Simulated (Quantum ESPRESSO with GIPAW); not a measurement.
# 15N shielding of Si3N4 under strain

GIPAW runs (PBEsol, plane-wave PAW from pslibrary 1.0.0 recipes, cutoffs 55 and 340 Ry, one 3×3×7 mesh for all shielding runs; Quantum ESPRESSO with GIPAW, a patched development version; no spin-orbit coupling, no macroscopic shape term) on Si3N4, space group P6_3/m before straining. The cell below is strained equally along all axes, and the atoms are relaxed in pw.x at each strain, zero included.

```
CELL_PARAMETERS angstrom
7.60440 0.00000 0.00000
-3.80220 6.58560 0.00000
0.00000 0.00000 2.90630
ATOMIC_POSITIONS crystal
Si 0.17344 0.40636 0.75000
Si 0.40636 0.23293 0.25000
Si 0.23293 0.82656 0.75000
Si 0.82656 0.59364 0.25000
Si 0.59364 0.76707 0.75000
Si 0.76707 0.17344 0.25000
N 0.33333 0.66667 0.75000
N 0.66667 0.33333 0.25000
N 0.32986 0.30066 0.75000
N 0.30066 0.97080 0.25000
N 0.97080 0.67014 0.75000
N 0.67014 0.69934 0.25000
N 0.69934 0.02920 0.75000
N 0.02920 0.32986 0.25000
```

The cell is an entry of the Crystallography Open Database; it need not be the form that is stable at ambient conditions.

The bonds are those of N(2) (atom 9; bound to Si3). One row is withheld.

```tsv
strain (%)	mean bond (Å)	σ_iso Si (ppm)	σ_iso N(1) (ppm)	σ_iso N(2) (ppm)	span N(2) (ppm)
-2	1.7036	376.75	119.27	139.85	39.5
-1.5	1.7118	376.13	117.76	138.19	39.2
-1	1.7200	375.46	116.08	136.41	38.8
0	1.7366	374.01	112.21	132.51	38.0
+0.5	1.7449	?	?	?	?
+1	1.7533	372.36	107.63	128.13	37.0
+2	1.7700	370.50	102.37	123.23	35.9
```

**Task.** Fit σ_iso of N(2) against strain, judge whether a straight line is enough, and predict the withheld row at +0.5 %.

1. With n = 6: Σx = -1.500, Σy = 798.32, Σx² = 12.2500, Σxy = -248.805.

2. Slope b = (nΣxy − ΣxΣy)/(nΣx² − (Σx)²) = -4.15 ppm per %, intercept a = (Σy − bΣx)/n = 132.02 ppm.

3. Residuals (run less line), in the order of the table: -0.46, -0.04, +0.25, +0.49, +0.26, -0.50 ppm. They bend in one sense; the largest is 3.0 % of the range of σ, so a quadratic term is needed: σ = 132.51 − 4.152 x − 0.243 x², with residuals of 0.01 ppm or less.

4. At +0.5 % (inside the fitted range) the line gives 129.94 ppm and the parabola 130.37 ppm.

5. The run gives:

```tsv
strain (%)	mean bond (Å)	σ_iso Si (ppm)	σ_iso N(1) (ppm)	σ_iso N(2) (ppm)	span N(2) (ppm)
+0.5	1.7449	373.21	109.99	130.39	37.5
```

Prediction less run: the line misses by -0.45 ppm, the parabola by -0.02 ppm. By the parabola, a strain of +1 % changes σ of N(2) by -4.39 ppm and one of −1 % by +3.91 ppm; the mean slope is -4.15 ppm per %, or 2.5 ppm for 0.01 Å of mean bond length. The shift moves the opposite way, scaled by the slope of a reference line. Over the table σ of Si goes from 376.75 to 370.50 ppm. Over the table σ of N(1) goes from 119.27 to 102.37 ppm. Zero strain is the database's lattice with relaxed atoms, not this functional's rest cell, and neither cutoff nor mesh was tested for the slopes. The omitted shape term, common to all sites, changes with strain too. This build of gipaw.x prints that it is not audited and that its numbers are no references by themselves. The relaxations ran on cheaper settings and stop at small residual forces, which adds noise that small residuals can't be told from.

[Banner, clock, file and message-heading lines were taken out of the pw.x and gipaw.x logs.]

[Logs are printed without paths, hosts, clocks, repeated set-up lines and the standing remarks that a program may print on its own settings, such as how far it seeks lower states.]

[Hosts, paths, dates, database ids (printed as entryN), source tags and the programs' standing remarks are cut or masked in the printed files.]
